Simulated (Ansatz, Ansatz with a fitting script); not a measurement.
# Mesh, cutoff and frequencies in RPA: Li3OCl (Pm-3m), part 4 of 4

How far must mesh and response cutoff go for RPA on Li3OCl (Pm-3m)?

Ansatz 0.2.0; EXX+RPA on PBEsol, plane waves, norm-conserving pseudopotentials.

So far. Step 27 (Wavefunction cutoff, 3×3×3 mesh, cutoffs to 160 eV, 288 …): Extrapolated from these cutoffs, the correlation energy is -5.51 eV per atom (fit error 0.06); such a limit moves with the range of cutoffs.

### Step 28. The runs together

Expansion by 5 % in volume. Ladder, by row:

```
            changed  top response cutoff (eV)  empty bands  k mesh  long-wave term  wavefunction cutoff (eV)  box ratio  Ec extrapolated (eV/atom)  fit error (eV/atom)  Ec at the top rung (eV/atom)  change of Ec on expansion, extrapolated (meV/atom)  the same at one sphere-equivalent cutoff (meV/atom)  change of EXX (meV/atom)  wall time (s)  peak host memory (GiB)
               base                       160          274   3x3x3   optical_limit                      1240          4                     -5.498               0.0653                        -4.776                                              -11.39                                                 4.07                      4.76          17.02                   1.531
    response cutoff                        90          115   3x3x3   optical_limit                      1240          4                     -4.523               0.0874                        -3.762                                                5.79                                                 4.76                      4.76            7.1                   0.778
    response cutoff                       240          504   3x3x3   optical_limit                      1240          4                     -6.004               0.0455                        -5.366                                               10.27                                                 4.79                      4.76          42.92                   2.709
              bands                       160           24   3x3x3   optical_limit                      1240          4                     -5.568               0.0634                        -4.838                                                -6.2                                                 7.99                      4.76           5.85                   0.538
              bands                       160           82   3x3x3   optical_limit                      1240          4                     -5.516               0.0652                        -4.789                                              -10.17                                                    5                      4.76           7.58                   0.662
             k mesh                       160          274   2x2x2   optical_limit                      1240          4                     -5.494               0.0609                        -4.737                                                1.93                                                  1.2                      2.17          13.09                    1.54
     long-wave term                       160          274   3x3x3       neglected                      1240          4                     -5.482               0.0653                         -4.76                                               -12.1                                                  3.4                      6.47          16.86                   1.516
    response cutoff                       340          849   3x3x3   optical_limit                      1240          4                     -6.308               0.0304                        -5.776                                               11.68                                                 4.68                      4.76          124.8                   5.238
              bands                       160          662   3x3x3   optical_limit                      1240          4                     -5.498               0.0653                        -4.775                                              -11.42                                                 4.05                      4.76          50.48                   3.945
wavefunction cutoff                       160          274   3x3x3   optical_limit                       868          4                     -5.493               0.0651                        -4.772                                              -11.38                                                 4.04                      3.59          12.24                   1.168
   pair-density box                       160          274   3x3x3   optical_limit                      1240          2                     -5.498               0.0653                        -4.776                                              -11.39                                                 4.07                      4.76           16.4                   1.538
             k mesh                       160          274   4x4x4   optical_limit                      1240          4                     -5.502               0.0619                        -4.765                                                7.72                                                 4.03                      4.88          65.61                   2.409
wavefunction cutoff                       160          274   3x3x3   optical_limit                      1612          4                     -5.498               0.0653                        -4.776                                               -11.4                                                 4.06                      4.76          22.02                   1.889
```

### Step 29. What came out

```yaml
base_settings: -5.498 eV/atom; on expansion −11 (extrapolated), +4 meV/atom (one cutoff); 17 s
a_top_cutoff_of_90_ev: -4.523 eV/atom; on expansion +6 (extrapolated), +5 meV/atom (one cutoff); 7 s
a_top_cutoff_of_240_ev: -6.004 eV/atom; on expansion +10 (extrapolated), +5 meV/atom (one cutoff); 43 s
24_empty_bands: -5.568 eV/atom; on expansion −6 (extrapolated), +8 meV/atom (one cutoff); 6 s
82_empty_bands: -5.516 eV/atom; on expansion −10 (extrapolated), +5 meV/atom (one cutoff); 8 s
the_2x2x2_mesh: -5.494 eV/atom; on expansion +2 (extrapolated), +1 meV/atom (one cutoff); 13 s
the_long_wave_term_left_out: -5.482 eV/atom; on expansion −12 (extrapolated), +3 meV/atom (one cutoff); 17 s
a_top_cutoff_of_340_ev: -6.308 eV/atom; on expansion +12 (extrapolated), +5 meV/atom (one cutoff); 125 s
662_empty_bands: -5.498 eV/atom; on expansion −11 (extrapolated), +4 meV/atom (one cutoff); 50 s
a_wavefunction_cutoff_of_868_ev: -5.493 eV/atom; on expansion −11 (extrapolated), +4 meV/atom (one cutoff); 12 s
a_box_ratio_of_2: -5.498 eV/atom; on expansion −11 (extrapolated), +4 meV/atom (one cutoff); 16 s
the_4x4x4_mesh: -5.502 eV/atom; on expansion +8 (extrapolated), +4 meV/atom (one cutoff); 66 s
a_wavefunction_cutoff_of_1612_ev: -5.498 eV/atom; on expansion −11 (extrapolated), +4 meV/atom (one cutoff); 22 s
```

**Reading.** With a top cutoff of 90 eV the extrapolated correlation energy moves by +975 meV/atom, and its change on expansion at one cutoff by +0.7. With a top cutoff of 240 eV the extrapolated correlation energy moves by −506 meV/atom, and its change on expansion at one cutoff by +0.7. With 24 empty bands the extrapolated correlation energy moves by −70 meV/atom, and its change on expansion at one cutoff by +3.9. With 82 empty bands the extrapolated correlation energy moves by −19 meV/atom, and its change on expansion at one cutoff by +0.9. With the 2×2×2 mesh the extrapolated correlation energy moves by +4 meV/atom, and its change on expansion at one cutoff by −2.9. With the long-wave term left out the extrapolated correlation energy moves by +16 meV/atom, and its change on expansion at one cutoff by −0.7. With a top cutoff of 340 eV the extrapolated correlation energy moves by −810 meV/atom, and its change on expansion at one cutoff by +0.6. With 662 empty bands the extrapolated correlation energy moves by +0 meV/atom, and its change on expansion at one cutoff by +0.0. Over all rows the change on expansion by 5 % runs from −12 to +12 meV/atom when each cell is extrapolated apart and from +1 to +8 at one cutoff (95 % of each row's top rung, the same for both cells).

[Paths, hosts, dates, memory and timing lines, banners, echoed tables and standing remarks are left out of the program output.]

[Logs are printed without paths, hosts, clocks, repeated set-up lines and the standing remarks that a program may print on its own settings, such as how far it seeks lower states.]

[Runs of the session that timed out or met a known fault of the program may be left out.]

[Hosts, paths, dates, database ids (printed as entryN), source tags and the programs' standing remarks are cut or masked in the printed files.]
